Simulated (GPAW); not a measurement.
# Geometry or basis: what sets the conductance of CO in line between two Li chains, part 3 of 3

Aim: the conductance of CO in line between two Li chains after relaxation, and whether geometry, basis or functional moves it most.

GPAW 26.7.0; GPAW LCAO, PAW setups; relaxation of the junction within the symmetry of its start, lead ends held (the session's first sound run).

So far, transmission at the Fermi level (one spin): step 3 (double-zeta polarised basis, PBE, GPAW) 0.00144; step 4 (basis szp(dzp), PBE, GPAW) 0.00379; step 5 (basis sz(dzp), PBE, GPAW) 0.0207; step 6 (LDA) 0.00199. Also open channels of the lead at the Fermi level (one spin): 1 in steps 3, 4 and 6.

### Step 7. Without the relaxation: geometry = "as built"

Level of this step: GPAW LCAO, PAW setups; Landauer transmission from Green's functions with principal layers (ASE), zero bias (GPAW).

The dzp basis with PBE on the structure as first built shows what the relaxation was worth.

run.py reads:

```python
import json
import numpy as np
from ase import Atoms
from ase.transport.calculators import TransportCalculator
from gpaw import GPAW, FermiDirac
from gpaw.lcao.tools import get_lcao_hamiltonian
from scipy.linalg import eigh

# The junction with lead layers at both ends, along the third cell vector
device = Atoms(
    ['Li', 'Li', 'Li', 'Li', 'Li', 'Li', 'C', 'O', 'Li', 'Li', 'Li', 'Li', 'Li', 'Li'],
    positions=[
        [4.50000, 4.50000, 1.47500],
        [4.50000, 4.50000, 4.42500],
        [4.50000, 4.50000, 7.37500],
        [4.50000, 4.50000, 10.32500],
        [4.50000, 4.50000, 13.27500],
        [4.50000, 4.50000, 16.22500],
        [4.50000, 4.50000, 18.19870],
        [4.50000, 4.50000, 19.35870],
        [4.50000, 4.50000, 21.22230],
        [4.50000, 4.50000, 24.17230],
        [4.50000, 4.50000, 27.12230],
        [4.50000, 4.50000, 30.07230],
        [4.50000, 4.50000, 33.02230],
        [4.50000, 4.50000, 35.97230]],
    cell=[[9.0, 0.0, 0.0], [0.0, 9.0, 0.0], [0.0, 0.0, 37.4473]],
    pbc=True)

# One principal layer of the lead: the first 3 atoms of the device
lead = Atoms(
    ['Li', 'Li', 'Li'],
    positions=[
        [4.50000, 4.50000, 1.47500],
        [4.50000, 4.50000, 4.42500],
        [4.50000, 4.50000, 7.37500]],
    cell=[[9.0, 0.0, 0.0], [0.0, 9.0, 0.0], [0.0, 0.0, 8.85]],
    pbc=True)

settings = dict(mode='lcao', basis='dzp', xc='PBE', h=0.18,
                occupations=FermiDirac(0.1), maxiter=250,
                mixer=dict(beta=0.1, nmaxold=8, weight=100.0),
                convergence=dict(density=0.0001))
energies = np.arange(-2, 2 + 1e-9, 0.025)
eta = 0.0001
n1, n2 = 1, 1
# k and -k transmit alike, so half of the mesh across the current serves
mesh = [(i, j) for i in range(n1) for j in range(n2) if (i, j) <= (-i % n1, -j % n2)]
weights = np.array([1 if (i, j) == (-i % n1, -j % n2) else 2 for i, j in mesh]) / (n1 * n2)


def ground_state(atoms, size, txt):
    atoms.calc = GPAW(kpts={'size': size, 'gamma': True}, symmetry={'tolerance': 1e-3}, txt=txt, **settings)
    atoms.get_potential_energy()
    return atoms.calc.get_fermi_level()


def blocks(atoms, fermi, points, nz, cells):
    """H - E_F S and S between cell 0 and the cells above it, at each point across the current."""
    kz = np.arange(nz) / nz
    calc = atoms.calc.fixed_density(kpts=[(*k, z) for k in points for z in kz], symmetry='off', txt=None)
    H, S = get_lcao_hamiltonian(calc)
    H = (H - fermi * S).reshape(len(H), len(points), nz, *S.shape[1:])
    S = S.reshape(H.shape[1:])
    phases = [np.exp(-2j * np.pi * kz * R) / nz for R in cells]
    return [(np.einsum('skzij,z->ksij', H, p), np.einsum('kzij,z->kij', S, p)) for p in phases]


def pair(a, b):
    return np.block([[a, b], [b.T.conj(), a]])


def count_channels(h, s, cells, nk=240):
    """Half the number of times that the lead's bands cross each energy, unfolded to its shortest repeat."""
    b = len(h) // cells
    bands = []
    for k in (np.arange(nk + 1) + 0.5) / nk:
        hk, sk = h[:b, :b].copy(), s[:b, :b].copy()
        for R in range(1, cells):
            phase, block = np.exp(2j * np.pi * k * R), slice(R * b, (R + 1) * b)
            hk += h[:b, block] * phase + (h[:b, block] * phase).T.conj()
            sk += s[:b, block] * phase + (s[:b, block] * phase).T.conj()
        w, u = eigh(sk)
        x = u[:, w > 1e-5] / w[w > 1e-5]**0.5  # drop near-dependent combinations
        bands.append(np.r_[eigh(x.T.conj() @ hk @ x, eigvals_only=True), [1e9] * (w <= 1e-5).sum()])
    below = np.array(bands)[:, :, None] < energies
    return (below[1:] != below[:-1]).sum((0, 1)) / 2


fermi_lead = ground_state(lead, (1, 1, 13), 'lead.txt')
fermi_device = ground_state(device, (1, 1, 2), 'device.txt')
T, channels, eigen, tail, misfit, shifts = [], [], [], 0.0, 0.0, []
for first in range(0, len(mesh), 566):
    points = [(i / n1, j / n2) for i, j in mesh[first:first + 566]]
    (H0k, S0k), (H1k, S1k), (H2k, _) = blocks(lead, fermi_lead, points, 5, range(3))
    [(Hk, Sk)] = blocks(device, fermi_device, points, 2, [0])
    tail = max(tail, abs(H2k).max())
    for H0, S0, H1, S1, H, S in zip(H0k, S0k, H1k, S1k, Hk, Sk):
        n = len(S0)
        # Shift the lead onto the potential of the device's first layer
        shift = ((H[:, 0, 0] - H0[:, 0, 0]) / S0[0, 0]).real.mean()
        shifts.append(shift)
        misfit = max(misfit, abs(H[:, :n, :n] - H0 - shift * S0).max())
        Tk, Ck, Ek = [], [], []
        for s in range(len(H)):
            t = s % len(H0)  # a lead without moments serves both spins
            h1, s1 = pair(H0[t] + shift * S0, H1[t] + shift * S1), pair(S0, S1)
            leads = dict(h1=h1, s1=s1, energies=energies, eta=eta, eta1=eta, eta2=eta)
            calc = TransportCalculator(h=H[s], s=S, eigenchannels=3, **leads)
            Tk.append(calc.get_transmission())
            Ek.append(np.sort(calc.eigenchannels_ne, axis=0)[::-1])
            Ck.append(count_channels(h1, s1, 6))
        T.append(Tk)
        channels.append(Ck)
        eigen.append(Ek)
T, channels = np.array(T), np.array(channels)
mean, open_channels = np.einsum('kse,k->se', T, weights), np.einsum('kse,k->se', channels, weights)

print(f'basis functions: device {len(S)}, principal layer {n}')
print(f'Fermi level: lead {fermi_lead:.4f} eV, device {fermi_device:.4f} eV; lead shifted by {np.mean(shifts):.4f} eV')
print(f'largest coupling past the next layer {tail:.2e} eV, largest misfit of the first layer {misfit:.3f} eV')
print('  E-E_F (eV)   ' + 'T (one spin)  channels')
for e, t, c in zip(energies, mean.T, open_channels.T):
    print(f'{e:10.3f}  ', *[f'{x:11.4e}' for x in t], *[f'{x:9.4f}' for x in c])

kT = 8.617333e-5 * 300
fine = np.linspace(energies[0], energies[-1], 4001)
both = np.exp(np.interp(fine, energies, np.log(np.maximum(mean.sum(0) * 2 / len(mean), 1e-30))))
fermi = lambda mu: 1 / (1 + np.exp(np.clip((fine - mu) / kT, -200, 200)))
slope = fermi(0) * (1 - fermi(0)) / kT
G = np.trapezoid(both * slope, fine) / 2
seebeck = -np.trapezoid(both * slope * fine, fine) / (2 * G * 300) * 1e6
print(f'conductance at 300 K: {G:.5g} G0 a cell; thermopower {seebeck:.4g} uV/K')
bias = [0.1, 0.2, 0.5, 1.0, 1.5, 2.0]
current = [38.74 * np.trapezoid(both * (fermi(V / 2) - fermi(-V / 2)), fine) for V in bias]
for V, I in zip(bias, current):
    print(f'current from the zero-bias T(E) at {V} V: {I:.5g} uA')
zero = abs(energies).argmin()
json.dump(dict(energies=energies.tolist(), T=mean.tolist(), channels=open_channels.tolist(), G=G, seebeck=seebeck,
               bias=bias, current=current, tail=tail, misfit=misfit, shift=np.mean(shifts), n_device=len(S), n_lead=n,
               fermi=[fermi_lead, fermi_device], energy=device.get_potential_energy(),
               moments=device.get_magnetic_moments().tolist(), mesh=mesh, weights=weights.tolist(),
               T_k=T[:, :, zero].tolist(), eigen=np.array(eigen[0]).tolist()), open('result.json', 'w'))
```

Command:

```
$ OMP_NUM_THREADS=1 OPENBLAS_NUM_THREADS=1 python run.py
```

Log:

```text
basis functions: device 86, principal layer 15
Fermi level: lead -2.7382 eV, device -2.5329 eV; lead shifted by 0.0011 eV
largest coupling past the next layer 1.28e-08 eV, largest misfit of the first layer 0.032 eV
  E-E_F (eV)   T (one spin)  channels
    -2.000    9.3736e-18    0.0000
    -1.975    9.2173e-18    0.0000
    -1.950    9.0608e-18    0.0000
[...]
1.975    4.8763e-03    1.0000
     2.000    4.8084e-03    1.0000
conductance at 300 K: 0.00084561 G0 a cell; thermopower 10.55 uV/K
current from the zero-bias T(E) at 0.1 V: 0.0065313 uA
current from the zero-bias T(E) at 0.2 V: 0.012943 uA
current from the zero-bias T(E) at 0.5 V: 0.030571 uA
current from the zero-bias T(E) at 1.0 V: 0.053569 uA
current from the zero-bias T(E) at 1.5 V: 0.06916 uA
current from the zero-bias T(E) at 2.0 V: 0.071279 uA
```

The job ended after 58 s (1 thread of Arm Neoverse V1, shared host; peak memory 1.6 GiB).

This step gave:

* conductance: 8.46e-4 G₀
* thermopower: 10.55 μV/K
* largest coupling past the next principal layer: 1.28e-8 eV
* largest misfit of the first principal layer: 0.03199 eV
* shift that aligns the lead: 0.001053 eV
* transmission at the Fermi level (one spin): 8.53e-4

The conductance, 8.5e-4 G₀, lies 41 % below that of the dzp run.

### Step 8. The ladder

Times are for 1 thread of Arm Neoverse V1, shared host. Results by setting:

```csv
no.,run,conductance (G₀),time,memory (GiB)
1,dzp,0.001433,68 s,1.6
2,szp,0.003766,60 s,1.6
3,sz,0.02073,35 s,1.5
4,dzp LDA,0.001970,47 s,1.6
5,asbuilt,8.46e-4,58 s,1.6
```

### Step 9. The levels side by side

The curves are compared point by point over the common energies.

This step: comparison of transmission and cost over codes, levels and geometry (GPAW 26.7.0).

Ladder, by row:

```
   step  code  T at the Fermi level (sum over the listed spins)  conductance (G0)  r.m.s. T(E) from the first  wall time (s)  peak memory (GiB)  threads
    dzp  GPAW                                          0.001445          0.001433                           0           68.2               1.58        1
    szp  GPAW                                          0.003792          0.003766                    0.001425          59.92               1.57        1
     sz  GPAW                                           0.02074           0.02073                     0.01719          35.48               1.47        1
dzp-LDA  GPAW                                          0.001986           0.00197                     4.35e-4          47.06               1.58        1
asbuilt  GPAW                                           8.53e-4           8.46e-4                    0.001025          58.29               1.58        1
```

Table of transmission, zone mean, sum over the listed spins by energy, zero at the Fermi level:

```
energy (eV)      dzp      szp       sz  dzp-LDA  asbuilt
     -2.000        0        0        0        0        0
     -1.800        0        0        0        0        0
     -1.600        0        0        0        0        0
     -1.400        0        0        0        0        0
     -1.200        0        0        0        0        0
     -1.000        0        0  0.00258        0        0
     -0.800  2.7e-12  3.2e-13   0.0225  1.0e-13  1.9e-12
     -0.775   3.7e-8  2.5e-11   0.0227  5.4e-12   2.6e-8
     -0.600  0.00124  0.00222   0.0213  0.00133   8.6e-4
     -0.400  0.00131  0.00276   0.0218  0.00158   9.0e-4
     -0.200  0.00145  0.00339   0.0223  0.00187   9.5e-4
     -0.100  0.00150  0.00368   0.0217  0.00199   9.4e-4
     -0.050  0.00148  0.00376   0.0213  0.00201   9.1e-4
      0.000  0.00144  0.00379   0.0207  0.00199   8.5e-4
      0.200  0.00109  0.00342   0.0188  0.00161   5.3e-4
      0.400   7.3e-4  0.00286   0.0178  0.00118   2.4e-4
      0.600   4.5e-4  0.00250   0.0179   8.6e-4   6.0e-5
      0.800   2.1e-4  0.00219   0.0190   5.6e-4   2.9e-6
      1.000   3.0e-5  0.00175   0.0205   2.5e-4   1.9e-4
      1.200   3.5e-5  0.00122   0.0219   3.1e-5   7.6e-4
      1.400   3.5e-4   7.1e-4   0.0229   3.8e-5  0.00180
      1.525   7.2e-4   4.6e-4   0.0231   1.9e-4  0.00267
      1.600   1.0e-3   3.3e-4   0.0230   3.3e-4  0.00323
      1.800  0.00178   9.5e-5   0.0220   7.7e-4  0.00455
      2.000  0.00217   7.4e-6   0.0200   9.4e-4  0.00481
```

### Step 10. Results

| Property | Result |
| --- | --- |
| conductance | 0.00143 G₀ |
| transmission at the Fermi level, mean of the spins | 0.00144 |
| thermopower | 5.25 μV/K |
| open channels of the lead there | 1 |

In the dzp basis the junction conducts 0.00143 G₀ at 300 K, with T = 0.00144 a spin at the Fermi level; no smaller basis tried comes within 10 % of that conductance. Relaxation moved atoms by up to 0.092 Å and took the conductance from 8.5e-4 to 0.00143 G₀, as a ratio a smaller change than the step from dzp to the minimal basis. The junction is in the tunnelling regime at the Fermi level. The positive thermopower says that the thermally weighted transmission is larger below the Fermi level, as for hole-like transport. Measured against the first run (dzp), the nearest curve is that of dzp-LDA (r.m.s. 4.3e-4) and the farthest that of sz (0.017). Over the compared runs wall time goes from 35 s (sz) to 68 s (dzp), on a shared host. The leads kept an estimated spacing and the cell its length, so the junction may be under some tension or compression. The geometry comes from the orbital basis, which tends to overbind, and kept the symmetry of the start, so a structure of lower symmetry may lie lower. An evenly spaced straight chain is an idealisation: free chains tend to dimerise, zigzag or, where a band edge lies near the Fermi level, turn magnetic. The currents use the zero-bias T(E) throughout, which holds only while the bias is small against the distance to the nearest feature.

[Logs are printed without paths, hosts, clocks, repeated set-up lines and the standing remarks that a program may print on its own settings, such as how far it seeks lower states.]

[Hosts, paths, dates, database ids (printed as entryN), source tags and the programs' standing remarks are cut or masked in the printed files.]
